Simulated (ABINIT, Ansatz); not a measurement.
# Rb2Pd (Fm-3m): changed settings of a GW run in ABINIT, part 2 of 2

Aim: change inputs of a GW run on Rb2Pd (Fm-3m) and see what moves.

ABINIT 10.8.3; PBEsol and many-body steps on it, plane waves. Known limits of the many-body steps: not at the basis limit; no spin polarisation; d states lean on the start; no spin-orbit coupling; coarse k mesh.

So far. Step 2 (Screening, 2×2×2 mesh, 110 bands, screening to 114.3 eV): Local fields lower ε∞ by 32 %. On a Γ-centred mesh this coarse the value itself is usually too large, while a short band sum pulls it down. Step 3 (Base): The gap on the mesh goes from 0.86 eV to 1.45 eV, a correction of +0.59 eV.

In doubt: a PseudoDojo file used here is known to give poor structures and forces, which bears on pressures, cells, forces and phonons.

**4. Smaller part of the screening matrix**

Level of this step: G0W0 on PBEsol, plane waves, norm-conserving pseudopotentials (ABINIT).

Input file run.abi:

```
acell 3*1.0 Angstrom
rprim 
  -0.000000000000 4.123218000000 4.123218000000
  4.123218000000 0.000000000000 4.123218000000
  4.123218000000 4.123218000000 0.000000000000
ntypat 2
znucl 37 46
natom 3
typat 1 1 2
xred 
  0.250000000000 0.250000000000 0.250000000000
  0.750000000000 0.750000000000 0.750000000000
  0.000000000000 0.000000000000 0.000000000000
pp_dirpath "pseudos"
pseudos "Rb.upf, Pd.upf"
ecut 37
ngkpt 2 2 2
nshiftk 1
shiftk 0 0 0
kptopt 1
chksymbreak 0
istwfk *1
occopt 1
irdwfk 1
optdriver 4
nband 110
gwcalctyp 0
ecutsigx 37
symsigma 1
nkptgw 3
kptgw 
  0.5000000000 0.5000000000 0.0000000000
  0.5000000000 0.0000000000 0.0000000000
  0.0000000000 0.0000000000 0.0000000000
bdgw 
  17 20
  16 21
  16 21
ecuteps 2.1
irdscr 1
ppmodel 1
indata_prefix "in"
outdata_prefix "out"
tmpdata_prefix "tmp"
```

Run with:

```console
$ OMP_NUM_THREADS=1 mpirun -n 4 abinit run.abi > log
```

The log of the run:

```text
.Version 10.8.3 of ABINIT. v10.8.2 released Aug 2026.

 Symmetries : space group Fm -3 m (#225); Bravais cF (face-center cubic)
[... echo of the input left out ...]
== DATASET  1 ==================================================================
-   mpi_nproc: 4, omp_nthreads: 1 (-1 if OMP is not activated)

--- !DatasetInfo
iteration_state: {dtset: 1, }
dimensions: {natom: 3, nkpt: 3, mband: 110, nsppol: 1, nspinor: 1, nspden: 1, mpw: 10200, }
cutoff_energies: {ecut:  37.0, pawecutdg:  -1.0, }
electrons: {nelect:   3.60000000E+01, charge:   0.00000000E+00, occopt:   1.00000000E+00, tsmear:   1.00000000E-02, }

 SIGMA: Calculation of the GW corrections

 Based on a program developped by R.W. Godby, V. Olevano, G. Onida, and L. Reining.
 Incorporated in ABINIT by V. Olevano, G.-M. Rignanese, and M. Torrent.
.Using double precision arithmetic ; gwpc =  8

[... cell and pseudopotentials left out ...]
--------------------------------------------------------------------------------

 ==== K-mesh for the wavefunctions ====
 Number of points in the irreducible wedge :     3
[... list of points left out ...]
 Together with 48 symmetry operations and time-reversal symmetry
 yields     8 points in the full Brillouin Zone.

 ==== Q-mesh for screening function ====
 Number of points in the irreducible wedge :     3
[... list of points left out ...]
 Together with 48 symmetry operations and time-reversal symmetry
 yields     8 points in the full Brillouin Zone.

 vcoul_init : cutoff-mode = AUXILIARY_FUNCTION
 q-points for optical limit:   1
     1)      0.000010    0.000020    0.000030
 setmesh: FFT mesh size selected  =    64x   64x   64
          total number of points  =       262144

 Number of electrons calculated from density =   36.0000; Expected =   36.0000
[...]
Perturbative Calculation

--- !SelfEnergy_ee
iteration_state: {dtset: 1, }
kpoint     : [   0.500,    0.500,    0.000, ]
spin       : 1
KS_gap     :    0.890
QP_gap     :    1.658
Delta_QP_KS:    0.769
data: !SigmaeeData |
     Band     E0 <VxcDFT>   SigX SigC(E0)      Z dSigC/dE  Sig(E)    E-E0       E
       17   0.844 -21.418 -26.331   4.848   0.709  -0.411 -21.464  -0.046   0.798
       18   1.335  -9.673 -10.318   0.238   0.767  -0.304  -9.986  -0.313   1.023
       19   2.225  -6.868  -3.364  -2.926   0.788  -0.270  -6.412   0.456   2.681
[...]
--- !SelfEnergy_ee
iteration_state: {dtset: 1, }
kpoint     : [   0.500,    0.000,    0.000, ]
spin       : 1
KS_gap     :    1.190
QP_gap     :    1.689
Delta_QP_KS:    0.499
data: !SigmaeeData |
     Band     E0 <VxcDFT>   SigX SigC(E0)      Z dSigC/dE  Sig(E)    E-E0       E
[...]
--- !SelfEnergy_ee
iteration_state: {dtset: 1, }
kpoint     : [   0.000,    0.000,    0.000, ]
spin       : 1
KS_gap     :    3.013
QP_gap     :    3.699
Delta_QP_KS:    0.687
data: !SigmaeeData |
     Band     E0 <VxcDFT>   SigX SigC(E0)      Z dSigC/dE  Sig(E)    E-E0       E
[...]
20   3.852  -7.445  -3.579  -3.053   0.787  -0.271  -6.805   0.640   4.492
       21   3.852  -7.445  -3.579  -3.053   0.787  -0.271  -6.805   0.640   4.492

 New Fermi energy :        6.382505E-02 Ha ,    1.736768E+00 eV

 === QP Band Gaps ===
  >>>> For spin  1
   Minimum direct gap =   1.6585 [eV], located at k-point      :   0.5000  0.5000  0.0000
   Fundamental gap    =   1.4284 [eV], Top of valence bands at :   0.5000  0.5000  0.0000
                                       Bottom of conduction at :   0.5000  0.0000  0.0000

== END DATASET(S) ==============================================================
================================================================================

 -outvars: echo values of variables after computation  --------
           etotal      0.0000000000E+00
            nband         110
             nkpt           3
          spgroup         225
 [... the other variables as echoed above ...]

 Calculation completed.
```

Elapsed: 6.5 s, on 4 MPI ranks of Arm Neoverse V2, shared host; peak memory 1.2 GiB.

Numbers from this step:

| Item | Value |
| --- | --- |
| G0W0 gap on the points computed | 1.428 eV |
| starting gap on the mesh | 0.8591 eV |
| k of the valence top | 0.5, 0.5, 0 |
| k of the conduction bottom | 0.5, 0, 0 |
| Z at the valence top | 0.767 |
| Z at the conduction bottom | 0.791 |
| least direct G0W0 gap on the computed points | 1.658 eV |

**5. Point off the mesh**

Edit run.abi of step 4 so:

```diff
@@ -29,12 +29,8 @@
 symsigma 1
-nkptgw 3
+nkptgw 1
 kptgw 
-  0.5000000000 0.5000000000 0.0000000000
-  0.5000000000 0.0000000000 0.0000000000
-  0.0000000000 0.0000000000 0.0000000000
+  0.137 0.291 0
 bdgw 
-  17 20
-  16 21
-  16 21
-ecuteps 2.1
+  18 19
+ecuteps 4.2
 irdscr 1
```

The log of the run:

```text
.Version 10.8.3 of ABINIT. v10.8.2 released Aug 2026.

 Symmetries : space group Fm -3 m (#225); Bravais cF (face-center cubic)
================================================================================
 Values of the parameters that define the memory need of the present run
     intxc =       0    ionmov =       0      iscf =       7    lmnmax =       6
     lnmax =       6     mgfft =      64  mpssoang =       3    mqgrid =    3001
     natom =       3  nloc_mem =       1    nspden =       1   nspinor =       1
    nsppol =       1      nsym =      48    n1xccc =    2501    ntypat =       2
    occopt =       1   xclevel =       2
-    mband =         110        mffmem =           1         mkmem =           1
       mpw =       10200          nfft =      262144          nkpt =           3
================================================================================
  Rough estimation (10% accuracy) of disk space for files :
================================================================================

--------------------------------------------------------------------------------
------------- Echo of variables that govern the present computation ------------
--------------------------------------------------------------------------------
 -outvars: echo values of preprocessed input variables --------
            acell      1.8897261259E+00  1.8897261259E+00  1.8897261259E+00 Bohr

             bdgw          18      19
      chksymbreak           0
             ecut      3.70000000E+01 Hartree
          ecuteps      4.20000000E+00 Hartree
         ecutsigx      3.70000000E+01 Hartree
          ecutwfn      3.70000000E+01 Hartree
-          fftalg         312
           irdscr           1
           irdwfk           1

              ixc     -116133
[...]
Unit cell volume ucvol=  9.4609662E+02 bohr^3
 Angles (23,13,12)=  6.00000000E+01  6.00000000E+01  6.00000000E+01 degrees

--- Pseudopotential description ------------------------------------------------
- Rb Generated using ONCVPSP code by D. R. Hamann
- 37.00000   9.00000  180301                  znucl, zion, pspdat
12 -116133 2 -1 2280                          pspcod,pspxc,lmax,lloc,mmax
     nproj     2     2     2
  pspatm : epsatm=   34.48401057
         --- l  ekb(1:nproj) -->
[...]
pspatm: atomic psp has been read  and splines computed

- Pd Generated using ONCVPSP code by D. R. Hamann
- 46.00000  18.00000  180301                  znucl, zion, pspdat
12 -116133 2 -1 1238                          pspcod,pspxc,lmax,lloc,mmax
     nproj     2     2     2
  pspatm : epsatm=   26.17260746
         --- l  ekb(1:nproj) -->
[...]
1    3.304793   -0.572651
             2   -1.185452   -0.410427
 pspatm: atomic psp has been read  and splines computed

   3.42506263E+03                                ecore*ucvol(ha*bohr**3)
--------------------------------------------------------------------------------

 ==== K-mesh for the wavefunctions ====
 Number of points in the irreducible wedge :     3
 Reduced coordinates and weights :

     1)     0.00000000E+00  0.00000000E+00  0.00000000E+00       0.12500
     2)     5.00000000E-01  0.00000000E+00  0.00000000E+00       0.50000
     3)     5.00000000E-01  5.00000000E-01  0.00000000E+00       0.37500

 Together with 48 symmetry operations and time-reversal symmetry
 yields     8 points in the full Brillouin Zone.

--- !ERROR
message: |
    k-point [ 1.3700E-01,  2.9100E-01,  0.0000E+00]  not in the list of k points treated in the preparatory SCF run.
     Change kptgw, or shiftk of previous run.

--- !ERROR
message: |
    k-point [ 1.3700E-01,  2.9100E-01,  0.0000E+00]  not in the list of k points treated in the preparatory SCF run.
     Change kptgw, or shiftk of previous run.

--- from the log ---
k-point [ 1.3700E-01,  2.9100E-01,  0.0000E+00]  not in the list of k points treated in the preparatory SCF run.
     Change kptgw, or shiftk of previous run.
```

Wall time 2 s (4 MPI ranks); peak memory 0.06 GiB; 7.8 s of CPU time.

The run stopped with an error after 2 s.

The program's words: k-point [ 1.3700E-01,  2.9100E-01,  0.0000E+00]  not in the list of k points treated in the preparatory SCF run. Change kptgw, or shiftk of previous run.

The fault put into this input: point off the mesh.

**6. Side by side**

Times are wall times on 4 MPI ranks of Arm Neoverse V2, shared host, good to a factor of about two. A run's time includes the screening step that it read.

```tsv
run	mesh	bands	screening cutoff (eV)	DFT gap (eV)	gap on the mesh (eV)	direct (eV)	ε∞ used	time
base	2×2×2	110	114.3	0.859	1.452	1.597	21.88	29 s
smaller part of the screening matrix	2×2×2	110	57.1	0.859	1.428	1.658	21.88	20 s
```

**7. Summary of results**

```json
{
  "base": "1.452 eV",
  "smaller part of the screening matrix": "1.428 eV",
  "known limits": "not at the basis limit; no spin polarisation; d states lean on the start; no spin-orbit coupling; coarse k mesh"
}
```

**Reading.** Smaller part of the screening matrix: −0.024 eV against base (keys changed: ecuteps). Bands and cutoff are finite, so the gap is not at the basis limit. The miss can reach some tenths of an eV and take either sign; the mesh is an error of its own. The 2×2×2 mesh is coarse for this cell, which bears on the long-range parts of exchange and screening. The runs have no spin polarisation. For a closed low-spin shell that is the natural state; where a d or f shell is open it is a constraint, and the gap is then not the crystal's own. With d states at the gap, one-shot GW leans hard on its start. The many-body steps are scalar-relativistic: spin-orbit coupling is not in them.

[Paths, hosts, dates, memory and timing lines, banners, echoed tables and standing remarks are left out of the program output.]

[Logs are printed without paths, hosts, clocks, repeated set-up lines and the standing remarks that a program may print on its own settings, such as how far it seeks lower states.]

[Runs of the session that timed out or met a known fault of the program may be left out.]

[No measured gap is set beside runs whose start may be inverted or whose files or cutoffs have a known fault.]

[Hosts, paths, dates, database ids (printed as entryN), source tags and the programs' standing remarks are cut or masked in the printed files.]

[G0W0 gaps are taken among the corrected bands and points alone; a level outside them can change the order at an edge.]

[Where Ansatz stands beside ABINIT at settings called matched, ABINIT's density can come from a denser mesh and the files from another edition; pairs whose starting gaps differed by over 0.03 eV were left out, so agreement reads better than it is.]
